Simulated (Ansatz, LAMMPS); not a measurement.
# A frame of liquid (K,Li)I from 1300 K (72 atoms): geometry optimisation, part 2 of 3

Aim: bring a frame of liquid (K,Li)I from 1300 K (72 atoms) to a nearby minimum of the energy and see what moves.

Ansatz 0.2.0; Kohn-Sham DFT, PBE, PAW (set soft_2, large core), plane waves.

The cell: 21 K, 15 Li and 36 I. The starting topology of bonds comes from the classical model. The ion parameters were fitted for water, not for melts. The Brillouin zone is sampled at Γ only, in a cell whose shortest periodic width is 16 Å. The levels lack spin–orbit coupling.

So far. Step 3 (Single point at the start): The r.m.s. force component of 0.30 eV/Å and the pressure of -0.29 GPa set the starting point.

### 4. Relaxation

The atoms are relaxed in the fixed cell, aiming at the force tolerance of the input.

input.yaml reads:

```yaml
crystal:
  lattice:
    - [15.5611, 0.0, 0.0]
    - [0.0, 15.5611, 0.0]
    - [0.0, 0.0, 15.5611]
  atoms:
    [... the 72 atom lines of step 3 ...]
kpoints:
  mp_grid: { grid: [1, 1, 1] }
hamiltonian:
  xc: pbe
  pseudopotentials: { kind: paw, core: large }
scf:
  occupations: { method: fixed }
output:
  forces: true
relax:
  f_tol: 0.05
  max_steps: 162
```

On the command line:

```bash
$ ansatz run input.yaml --threads 4 --pin off --max-ram 8192MiB --backend cpu --events-out ev --progress --plain --runs-dir out
```

Numbers of over 12 decimals in the logs are rounded to 6 here.

Output:

```text
[...]
Crystal: 72 atoms, lattice volume = 3768.087 Å³
Basis set: ecut = 420 eV, 73525 PW (Γ), exchange–correlation on 216×216×216 points (8 copies of the dense FFT grid, shifted against one another)
Bands: 315, of which v1, the nominal top of the filled ones, is band 243 counted from 1 (242 counted from 0)
Symmetry: 1 space group operations
[...]
k-points: 1
[...]
SCF iter   1: F=—  HF=-221506.203952 eV  |F-HF|=—  |Δ(HF+E_count)|=         —  Δρ=2.34e-2  dr2=4.49e1  ethr=3.10e-3  ⟨swp⟩=8.0  Hψ=1021  notcnv=0  defer=70
[...]
SCF iter   8: F=-221488.188050 eV  HF=-221488.188047 eV  |F-HF|=3.15e-6  |Δ(HF+E_count)|=   2.73e-5  Δρ=8.11e-6  dr2=5.07e-6  ethr=1.15e-8  ⟨swp⟩=4.0  Hψ=899  notcnv=0
SCF 1 converged in 8 iterations: F = -221488.188050 eV  dr2 = 5.07e-6
[...]
relax step   1: F+E_penalty+E_count = -221488.18805040 eV  Δ(F+E_penalty+E_count) = +0.000e0 eV  max|allowed force component| = 1.232e0 eV/Å  Δτ_max = 0.0000 Å  (8 SCF iters, dr2 threshold 6.25e-5 eV, accepted)
[...]
relax step   2: F+E_penalty+E_count = -221490.52285224 eV  Δ(F+E_penalty+E_count) = -2.335e0 eV  max|allowed force component| = 4.977e-1 eV/Å  Δτ_max = 0.1943 Å  (6 SCF iters, dr2 threshold 9.49e-5 eV, accepted)
[...]
relax step   3: F+E_penalty+E_count = -221491.84618751 eV  Δ(F+E_penalty+E_count) = -1.323e0 eV  max|allowed force component| = 3.002e-1 eV/Å  Δτ_max = 0.1949 Å  (6 SCF iters, dr2 threshold 1.55e-5 eV, accepted)
relax step   4: F+E_penalty+E_count = -221492.67950315 eV  Δ(F+E_penalty+E_count) = -8.333e-1 eV  max|allowed force component| = 2.038e-1 eV/Å  Δτ_max = 0.1996 Å  (6 SCF iters, dr2 threshold 1.47e-5 eV, accepted)
relax step   5: F+E_penalty+E_count = -221493.27230318 eV  Δ(F+E_penalty+E_count) = -5.928e-1 eV  max|allowed force component| = 1.577e-1 eV/Å  Δτ_max = 0.1960 Å  (5 SCF iters, dr2 threshold 1.51e-5 eV, accepted)
relax step   6: F+E_penalty+E_count = -221493.72598729 eV  Δ(F+E_penalty+E_count) = -4.537e-1 eV  max|allowed force component| = 1.675e-1 eV/Å  Δτ_max = 0.1984 Å  (6 SCF iters, dr2 threshold 1.15e-5 eV, accepted)
relax step   7: F+E_penalty+E_count = -221493.98153969 eV  Δ(F+E_penalty+E_count) = -2.556e-1 eV  max|allowed force component| = 1.055e-1 eV/Å  Δτ_max = 0.1948 Å  (5 SCF iters, dr2 threshold 1.68e-5 eV, accepted)
relax step   8: F+E_penalty+E_count = -221494.17591568 eV  Δ(F+E_penalty+E_count) = -1.944e-1 eV  max|allowed force component| = 7.966e-2 eV/Å  Δτ_max = 0.1961 Å  (6 SCF iters, dr2 threshold 4.41e-6 eV, accepted)
relax step   9: F+E_penalty+E_count = -221494.33797198 eV  Δ(F+E_penalty+E_count) = -1.621e-1 eV  max|allowed force component| = 1.189e-1 eV/Å  Δτ_max = 0.1988 Å  (6 SCF iters, dr2 threshold 2.52e-6 eV, accepted)
relax step  10: F+E_penalty+E_count = -221494.46413994 eV  Δ(F+E_penalty+E_count) = -1.262e-1 eV  max|allowed force component| = 1.249e-1 eV/Å  Δτ_max = 0.1930 Å  (5 SCF iters, dr2 threshold 8.07e-6 eV, accepted)
relax step  11: F+E_penalty+E_count = -221494.57845043 eV  Δ(F+E_penalty+E_count) = -1.143e-1 eV  max|allowed force component| = 1.377e-1 eV/Å  Δτ_max = 0.1947 Å  (5 SCF iters, dr2 threshold 1.56e-5 eV, accepted)
relax step  12: F+E_penalty+E_count = -221494.67936661 eV  Δ(F+E_penalty+E_count) = -1.009e-1 eV  max|allowed force component| = 9.565e-2 eV/Å  Δτ_max = 0.1955 Å  (5 SCF iters, dr2 threshold 1.90e-5 eV, accepted)
relax step  13: F+E_penalty+E_count = -221494.75112314 eV  Δ(F+E_penalty+E_count) = -7.176e-2 eV  max|allowed force component| = 9.551e-2 eV/Å  Δτ_max = 0.1941 Å  (5 SCF iters, dr2 threshold 4.42e-6 eV, accepted)
relax step  14: F+E_penalty+E_count = -221494.84692963 eV  Δ(F+E_penalty+E_count) = -9.581e-2 eV  max|allowed force component| = 6.727e-2 eV/Å  Δτ_max = 0.2000 Å  (6 SCF iters, dr2 threshold 4.40e-6 eV, accepted)
relax step  15: F+E_penalty+E_count = -221494.93632584 eV  Δ(F+E_penalty+E_count) = -8.940e-2 eV  max|allowed force component| = 5.530e-2 eV/Å  Δτ_max = 0.1987 Å  (7 SCF iters, accepted)
relax step  16: F+E_penalty+E_count = -221494.97474094 eV  Δ(F+E_penalty+E_count) = -3.842e-2 eV  max|allowed force component| = 1.002e-1 eV/Å  Δτ_max = 0.1968 Å  (7 SCF iters, accepted)
relax step  17: F+E_penalty+E_count = -221495.00841938 eV  Δ(F+E_penalty+E_count) = -3.368e-2 eV  max|allowed force component| = 1.220e-1 eV/Å  Δτ_max = 0.1833 Å  (6 SCF iters, dr2 threshold 6.79e-6 eV, accepted)
relax step  18: F+E_penalty+E_count = -221495.04286312 eV  Δ(F+E_penalty+E_count) = -3.444e-2 eV  max|allowed force component| = 5.293e-2 eV/Å  Δτ_max = 0.1330 Å  (5 SCF iters, dr2 threshold 1.49e-5 eV, accepted)
relax step  19: F+E_penalty+E_count = -221495.08386368 eV  Δ(F+E_penalty+E_count) = -4.100e-2 eV  max|allowed force component| = 3.794e-2 eV/Å  Δτ_max = 0.2000 Å  (7 SCF iters, accepted)
relax step  20: F+E_penalty+E_count = -221495.10708525 eV  Δ(F+E_penalty+E_count) = -2.322e-2 eV  max|allowed force component| = 4.311e-2 eV/Å  Δτ_max = 0.1902 Å  (7 SCF iters, accepted)
relax step  21: F+E_penalty+E_count = -221495.11826664 eV  Δ(F+E_penalty+E_count) = -1.118e-2 eV  max|allowed force component| = 2.061e-2 eV/Å  Δτ_max = 0.0723 Å  (7 SCF iters, accepted)
[...]
relax step  22: F+E_penalty+E_count = -221495.12545742 eV  Δ(F+E_penalty+E_count) = -7.191e-3 eV  max|allowed force component| = 2.780e-2 eV/Å  Δτ_max = 0.0695 Å  (7 SCF iters, accepted)
SCF converged after 7 iterations
Free energy (F): -221495.125457 eV
[...]
Internal energy: -221495.125457 eV  (E = F + TS)
E sigma→0 (E₀):  -221495.125457 eV
Fermi energy:    -0.104928 eV
[...]
--- Forces (eV/Å), atoms counted from 1 ---
  atom   1  K     -0.00339464     0.00056607     0.00341500
  atom   2  K      0.00108957     0.00590860     0.00020631
  atom   3  K     -0.00463815    -0.00337199     0.00666661
  atom   4  K     -0.00047518    -0.00059206     0.00922398
  atom   5  K      0.00721370     0.00856722     0.00442050
  atom   6  K      0.00146740     0.00582824    -0.00647906
  atom   7  K      0.00902249    -0.00219239    -0.00408722
  atom   8  K     -0.00382967     0.00524131     0.00462915
  atom   9  K      0.00425606    -0.00311195    -0.00515955
  atom  10  K      0.00778094    -0.01508321    -0.00183069
  atom  11  K     -0.00139709    -0.00368969    -0.00325791
  atom  12  K     -0.00434009     0.00079905    -0.01120393
  atom  13  K     -0.00203735     0.00235542     0.00764077
  atom  14  K     -0.00571835     0.00029482    -0.00688297
[...]
atom  71  I     -0.01246239     0.00048123     0.00482339
  atom  72  I     -0.02779879     0.01060574    -0.00793863
  max |Σ_I F_I| component: 1.19e-5 eV/Å
--- Relaxed structure (22 steps of the walk, 22 accepted, 0 SCFs on fresh bases) ---
  F+E_penalty+E_count = -221495.12545742 eV   max|allowed force component| = 2.780e-2 eV/Å
  atoms:
    - { symbol: K, position: [0.289294, 0.171132, 0.255270] }
    - { symbol: K, position: [0.582923, 0.019559, 0.049631] }
    - { symbol: K, position: [0.724318, 0.803229, 0.575481] }
    - { symbol: K, position: [0.779815, 0.563654, 0.384363] }
[...]
- { symbol: I, position: [0.715165, 0.839426, 0.807549] }
```

Wall time 7.2 min (4 threads of Arm Neoverse V1, shared host); peak memory 3.3 GiB.

The steps of the relaxation:

| step | energy less that of the first step (eV) | largest force component (eV/Å) |
| --- | --- | --- |
| 1 | 0.0000 | 1.2320 |
| 2 | -2.3348 | 0.4977 |
| 3 | -3.6581 | 0.3002 |
| 4 | -4.4915 | 0.2038 |
| 5 | -5.0843 | 0.1577 |
| 6 | -5.5379 | 0.1675 |
| 7 | -5.7935 | 0.1055 |
| 8 | -5.9879 | 0.0797 |
| 9 | -6.1499 | 0.1189 |
| 10 | -6.2761 | 0.1249 |
| 11 | -6.3904 | 0.1377 |
| 12 | -6.4913 | 0.0957 |
| 13 | -6.5631 | 0.0955 |
| 14 | -6.6589 | 0.0673 |
| 15 | -6.7483 | 0.0553 |
| 16 | -6.7867 | 0.1002 |
| 17 | -6.8204 | 0.1220 |
| 18 | -6.8548 | 0.0529 |
| 19 | -6.8958 | 0.0379 |
| 20 | -6.9190 | 0.0431 |
| 21 | -6.9302 | 0.0206 |
| 22 | -6.9374 | 0.0278 |

The atoms that moved most (Å):

| atom | dx | dy | dz | length |
| --- | --- | --- | --- | --- |
| Li32 | -1.349 | 0.784 | -0.307 | 1.590 |
| I39 | 1.456 | 0.523 | 0.220 | 1.563 |
| Li24 | -0.261 | 0.021 | -1.518 | 1.540 |
| I63 | 0.694 | -0.931 | -1.011 | 1.540 |
| I71 | -1.370 | -0.060 | -0.624 | 1.507 |
| I56 | -0.326 | -1.131 | -0.722 | 1.381 |
| K18 | -0.933 | -0.310 | 0.942 | 1.362 |
| Li33 | -1.039 | 0.060 | 0.789 | 1.306 |

The relaxation changed the energy by -96.4 meV/atom, and atoms moved by 0.89 Å r.m.s., 1.6 Å at most.

### 5. Distances and neighbours after relaxation

Bonds before and after, by the cutoffs listed below:

| pair | bonds before | bonds after | mean before (Å) | mean after (Å) | spread before (Å) | spread after (Å) |
| --- | --- | --- | --- | --- | --- | --- |
| I-K | 89 | 105 | 3.631 | 3.657 | 0.291 | 0.178 |
| I-Li | 49 | 57 | 2.863 | 2.840 | 0.209 | 0.104 |

Density 2.42 g/cm³, 52.33 Å³ an atom.

g(r), total and by pair (bins of 0.2 Å):

| r (Å) | total | I-I | I-K | I-Li | K-K | K-Li | Li-Li |
| --- | --- | --- | --- | --- | --- | --- | --- |
| 2.60 | 0.25 | 0.00 | 0.00 | 1.18 | 0.00 | 0.00 | 0.00 |
| 2.80 | 2.81 | 0.00 | 0.00 | 13.50 | 0.00 | 0.00 | 0.00 |
| 3.00 | 0.93 | 0.00 | 0.00 | 4.46 | 0.00 | 0.00 | 0.00 |
| 3.20 | 0.12 | 0.00 | 0.00 | 0.56 | 0.00 | 0.00 | 0.00 |
| 3.40 | 0.83 | 0.00 | 2.66 | 0.00 | 0.00 | 0.00 | 1.21 |
| 3.60 | 2.72 | 0.00 | 9.18 | 0.00 | 0.00 | 0.00 | 1.01 |
| 3.80 | 0.93 | 0.00 | 2.38 | 0.00 | 0.00 | 1.61 | 0.91 |
| 4.00 | 0.36 | 0.00 | 1.00 | 0.00 | 0.00 | 0.57 | 0.00 |
| 4.20 | 0.59 | 0.77 | 0.45 | 0.00 | 0.38 | 1.64 | 0.79 |
| 4.40 | 1.19 | 2.13 | 0.41 | 0.00 | 0.69 | 3.42 | 1.34 |
| 4.60 | 1.33 | 3.06 | 0.09 | 0.26 | 1.27 | 1.79 | 3.74 |
| 4.80 | 1.38 | 3.21 | 0.26 | 0.47 | 2.06 | 1.24 | 1.76 |
| 5.00 | 0.93 | 1.50 | 0.40 | 0.55 | 1.38 | 0.75 | 2.67 |
| 5.20 | 0.86 | 0.86 | 0.52 | 0.41 | 3.05 | 1.05 | 0.51 |
| 5.40 | 0.97 | 1.26 | 0.76 | 0.76 | 0.69 | 1.78 | 0.00 |
| 5.60 | 1.22 | 1.53 | 0.63 | 1.52 | 1.96 | 1.37 | 0.00 |
| 5.80 | 0.96 | 0.83 | 0.65 | 1.08 | 1.61 | 1.28 | 1.18 |
| 6.00 | 0.77 | 0.71 | 0.66 | 0.85 | 1.12 | 1.05 | 0.00 |
| 6.20 | 0.81 | 0.66 | 0.67 | 0.80 | 1.58 | 1.10 | 0.34 |
| 6.40 | 0.86 | 0.80 | 1.06 | 0.88 | 0.17 | 1.15 | 0.32 |
| 6.60 | 0.88 | 0.43 | 1.14 | 1.08 | 0.94 | 0.77 | 0.92 |
| 6.80 | 0.96 | 0.50 | 0.94 | 1.68 | 1.31 | 0.51 | 0.86 |
| 7.00 | 1.12 | 0.90 | 1.21 | 1.93 | 0.55 | 0.48 | 0.82 |
| 7.20 | 1.09 | 0.80 | 1.34 | 1.67 | 1.31 | 0.18 | 0.52 |
| 7.40 | 0.97 | 1.06 | 1.02 | 0.97 | 0.99 | 0.69 | 0.98 |
| 7.60 | 1.14 | 1.04 | 1.41 | 1.45 | 0.59 | 0.66 | 0.69 |

Bonds by pair of elements; cutoffs follow the first minimum of g(r), held within bounds set by covalent radii, and pairs that aren't listed don't count as bonded:

| pair A-B | cutoff (Å) | bonds | mean length (Å) | spread (Å) | shortest (Å) | B about A | A about B |
| --- | --- | --- | --- | --- | --- | --- | --- |
| I-K | 4.28 | 105 | 3.66 | 0.178 | 3.39 | 2.92 | 5 |
| I-Li | 3.52 | 57 | 2.84 | 0.104 | 2.62 | 1.58 | 3.8 |

How many atoms have how many bonded neighbours:

| element | mean | 3 | 4 | 5 | 6 |
| --- | --- | --- | --- | --- | --- |
| I | 4.5 | 5 | 12 | 15 | 4 |
| K | 5 | 0 | 2 | 17 | 2 |
| Li | 3.8 | 3 | 12 | 0 | 0 |

Bond angles, per cent of each kind in bins of 5°:

| angle (°) | I-K-I | K-I-Li | K-I-K | I-Li-I | Li-I-Li |
| --- | --- | --- | --- | --- | --- |
| 60–65 | 0.0 | 1.4 | 0.0 | 0.0 | 0.0 |
| 65–70 | 2.4 | 2.2 | 0.8 | 0.0 | 0.0 |
| 70–75 | 7.1 | 5.8 | 3.8 | 0.0 | 7.4 |
| 75–80 | 13.2 | 8.6 | 12.2 | 0.0 | 3.7 |
| 80–85 | 10.8 | 10.8 | 9.9 | 0.0 | 11.1 |
| 85–90 | 7.5 | 15.8 | 15.3 | 0.0 | 0.0 |
| 90–95 | 7.5 | 5.8 | 9.2 | 3.7 | 3.7 |
| 95–100 | 8.0 | 3.6 | 6.9 | 6.2 | 3.7 |
| 100–105 | 6.1 | 3.6 | 3.8 | 21.0 | 7.4 |
| 105–110 | 4.2 | 5.8 | 5.3 | 27.2 | 18.5 |
| 110–115 | 3.3 | 7.2 | 2.3 | 13.6 | 11.1 |
| 115–120 | 3.3 | 2.2 | 4.6 | 13.6 | 3.7 |
| 120–125 | 2.8 | 2.9 | 2.3 | 9.9 | 7.4 |
| 125–130 | 1.9 | 2.9 | 3.0 | 2.5 | 3.7 |
| 130–135 | 1.9 | 1.4 | 3.0 | 1.2 | 3.7 |
| 135–140 | 2.8 | 3.6 | 1.5 | 0.0 | 0.0 |
| 140–145 | 1.9 | 3.6 | 2.3 | 1.2 | 3.7 |
| 145–150 | 2.8 | 4.3 | 1.5 | 0.0 | 0.0 |
| 150–155 | 2.8 | 0.7 | 3.0 | 0.0 | 3.7 |
| 155–160 | 3.8 | 2.9 | 1.5 | 0.0 | 0.0 |
| 160–165 | 3.3 | 2.2 | 3.0 | 0.0 | 7.4 |
| 165–170 | 0.9 | 1.4 | 3.0 | 0.0 | 0.0 |
| 170–175 | 0.9 | 1.4 | 0.8 | 0.0 | 0.0 |
| 175–180 | 0.5 | 0.0 | 0.8 | 0.0 | 0.0 |

Bond angles (no mean is given where the spread exceeds 20°):

| angle | count | mean (°) | spread (°) |
| --- | --- | --- | --- |
| I-K-I | 212 | - | - |
| K-I-Li | 139 | - | - |
| K-I-K | 131 | - | - |
| I-Li-I | 81 | 110 | 9.3 |
| Li-I-Li | 27 | - | - |

Bond length by coordination (bonds to H left out):

| element | coordination | atoms | mean bond length (Å) |
| --- | --- | --- | --- |
| I | 3 | 5 | 3.04 |
| I | 4 | 12 | 3.24 |
| I | 5 | 15 | 3.45 |
| I | 6 | 4 | 3.57 |
| K | 4 | 2 | 3.60 |
| K | 5 | 17 | 3.65 |
| K | 6 | 2 | 3.72 |
| Li | 3 | 3 | 2.75 |
| Li | 4 | 12 | 2.86 |

First main peaks of g(r), for some of the pairs, lie near 4.8 Å (I-I), 3.6 Å (I-K) and 2.8 Å (I-Li). By these cutoffs 42 % of I atoms have 5, 81 % of K atoms have 5 and 80 % of Li atoms have 4 bonded neighbours.

[end of part 2 of 3]

[Logs are printed without paths, hosts, clocks, repeated set-up lines and the standing remarks that a program may print on its own settings, such as how far it seeks lower states.]

[Hosts, paths, dates, database ids (printed as entryN), source tags and the programs' standing remarks are cut or masked in the printed files.]
